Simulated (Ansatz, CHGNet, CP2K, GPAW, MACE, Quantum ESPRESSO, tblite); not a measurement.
## Finding the fault: GPAW, random start for glassy BaB8O13 (110 atoms)

Program: GPAW 26.7.0, a calculation on a cell of 40 B, 5 Ba and 65 O, 11.5 Å³ an atom.

Input file run.py:

```python
import numpy as np
from ase.io import read
from gpaw import GPAW, FermiDirac

atoms = read("structure.xyz")
atoms.calc = GPAW(
    mode="lcao",
    basis="dzp",
    h=0.45,
    xc="PBE",
    kpts={"size": (1, 1, 1), "gamma": True},
    occupations=FermiDirac(0.05),
    maxiter=60,
    symmetry={"point_group": False},
    txt="gpaw.txt",
)
energy = atoms.get_potential_energy(force_consistent=True)
forces = atoms.get_forces()
print(f"energy {energy:.6f} eV")
print("forces (eV/A)")
for i, (a, f) in enumerate(zip(atoms, forces)):
    print(f"{i:4d} {a.symbol:2s} {f[0]:10.5f} {f[1]:10.5f} {f[2]:10.5f}")
print(f"Fermi level {atoms.calc.get_fermi_level():.4f} eV")
for k in range(len(atoms.calc.get_ibz_k_points())):
    for s in range(atoms.calc.get_number_of_spins()):
        e = atoms.calc.get_eigenvalues(kpt=k, spin=s)
        n = np.searchsorted(e, atoms.calc.get_fermi_level())
        print(f"k {k} spin {s} levels about the Fermi level:", np.round(e[max(n - 6, 0):n], 4).tolist(), "|", np.round(e[n:n + 6], 4).tolist())
```

Input file structure.xyz:

```xyz
110
Lattice="10.82020 0.00000 0.00000 0.00000 10.82020 0.00000 0.00000 0.00000 10.82020" Properties=species:S:1:pos:R:3 pbc="T T T"
B 3.09111 2.34593 0.23469
B 4.24541 0.29279 6.71307
B 4.13018 6.52826 6.85146
B 3.33987 7.37905 4.64554
B 8.50901 0.18405 9.49375
B 4.76814 4.66848 0.51612
B 0.94406 0.78890 2.01797
B 4.59209 9.57425 1.18503
B 5.42774 8.42850 9.39269
B 9.42537 1.34928 7.88836
[... 96 atom lines left out ...]
O 8.33978 10.76859 3.85459
O 5.67379 4.42633 2.58213
O 3.51678 7.45241 9.03140
O 0.60961 7.61839 7.84562
```

Run with:

```sh
> OMP_NUM_THREADS=1 python run.py > output.txt
```

What it wrote:

```text
energy -312.054426 eV
forces (eV/A)
   0 B   -60.22477   42.87573   16.73260
   1 B   -54.18210   64.45618  -61.27537
   2 B    61.23957  -15.56940   41.77950
   3 B   -57.27175  -62.76451  -38.93130
   4 B   -65.09545  -58.28483   45.03183
   5 B    50.01059  -64.82533   64.92947
   6 B    58.89040   -3.82556  -20.17481
   7 B    47.16793   11.32965   64.06059
   8 B    30.38261   44.17332  -59.83699
   9 B   -66.46228   -7.58085    0.46343
  10 B    49.83748   18.55703   -7.28488
  11 B     1.06360  -62.98611   59.21003
  12 B    -4.99632   53.85806   18.12264
  13 B    63.59880   51.57032   53.56036
  14 B   -37.05191   46.25716   48.12448
  15 B    53.99280   62.91041   18.71218
  16 B    50.71889   -5.24538  -26.24001
  17 B   -57.73837  -63.67535   65.64657
  18 B    61.65186   66.42478  -63.09438
  19 B    12.65786   60.60910  -28.92269
  20 B    69.07214   43.61579  -56.87557
  21 B    28.98391  -18.44903   57.68723
  22 B   -56.28866   27.76592   17.30487
  23 B   -19.60638  -57.67994   62.33425
[...]
102 O  -151.21200  -95.01506    4.32768
 103 O  -118.58812  102.30479   47.60892
 104 O  -141.63267  -29.46798  143.10119
 105 O    -5.98811  -78.02370   38.29566
 106 O     7.64894 -105.19099   45.41809
 107 O    58.07533 -112.31152  -35.96303
 108 O  -148.55399   22.49311   37.73018
 109 O   -58.86652 -106.91253  -63.48280
Fermi level 4.6915 eV
k 0 spin 0 levels about the Fermi level: [4.4087, 4.4479, 4.4861, 4.5823, 4.6307, 4.677] | [4.7131, 4.745, 4.8151, 4.8557, 4.9001, 4.9552]
```

gpaw.txt:

```text
Input parameters:
  mode=LCAO(),
  basis={'default': 'dzp'},
  h=0.45,
  kpts=MonkhorstPack(size=(1, 1, 1), gamma=True),
  maxiter=60,
  occupations=Occupations(name='fermi-dirac', width=0.05, fixmagmom=False),
  symmetry=Symmetry(point_group=False),
  xc=XC(name='PBE')
Unit cell  # Å
| periodic |         x |         y |         z |   lengths |    angles |
|----------|-----------|-----------|-----------|-----------|-----------|
|      yes | 10.820200 |  0.000000 |  0.000000 | 10.820200 | 90.000000 |
[... lines left out ...]
  Fermi-Dirac:
[... lines left out ...]
convergence criteria:
- Maximum [total energy] change in last 3 cyles: 0.0005 eV / valence electron
[... lines left out ...]
Converged in 26 steps
SCF loop duration: 133.231 s (5.124 s/step)
Energy contributions relative to reference atoms: (reference = -1265824.194818)
Energy contributions:
  Kinetic:         -61.716325
  Coulomb:        -526.288410
  Zero:            843.378710
  External:          0.000000
  Xc:             -567.077508
  Entropy:          -0.350893
  Spinorbit:         0.000000
  ----------------------------
  Free energy:    -312.054426
  Extrapolated:   -311.878979
dipole moment: (-6.737394, 72.673063, 42.103759)  # |e|*Ang
Fermi level: 4.692
Eigenvalues  # (at kpt = [0.000, 0.000, 0.000])
| band index |      eig [eV] | occ [0-2] |
|------------|---------------|-----------|
|          0 |       -24.218 |     2.000 |
|        ... |               |           |
|        272 |         4.287 |     1.999 |
|        273 |         4.321 |     1.999 |
[...]
|        287 |         5.063 |     0.001 |
|        ... |               |           |
|        339 |         7.914 |     0.000 |
Gap: 0.036 eV
Transition (v -> c):
  (s=0, k=0, n=279, [0.00, 0.00, 0.00]) -> (s=0, k=0, n=280, [0.00, 0.00, 0.00])
No difference between direct/indirect transitions
Force computation time: 11.488  # s
timing:  # [seconds]
  Total:  153.038  # ━━━━━━━━━━━━━━━━━━━━━━━━━━━━━━━━━━━━━━━━━━━━━━━━━━━━━━━━
  Init:     8.286  # ━━━
  SCF:    133.231  # ━━━━━━━━━━━━━━━━━━━━━━━━━━━━━━━━━━━━━━━━━━━━━━━━━
  Forces:  11.488  # ━━━━
```

It took 2.6 min on 1 thread of Arm Neoverse V2, shared host; peak memory 0.53 GiB.

Banners, paths, timers and routine set-up lines are dropped from the logs unmarked, and long logs keep their key lines alone; longer cuts are marked.

Against a plane-wave PBE reference and this program's sound run:

- energy less the same-level run's: 2132 meV/atom
- r.m.s. force difference from the same-level run: 73340 meV/Å

Q: Name the fault.

A grid far too coarse: grid spacing 0.45 Å. The sound run has grid spacing 0.18 Å.

The run converged all the same, so the exit status doesn't show the fault.

[Also dropped from logs without a mark: logging warnings of Python, and SIESTA's first energy breakdown and zero terms.]

[Logs are printed without paths, hosts, clocks, repeated set-up lines and the standing remarks that a program may print on its own settings, such as how far it seeks lower states.]

[Hosts, paths, dates, database ids (printed as entryN), source tags and the programs' standing remarks are cut or masked in the printed files.]
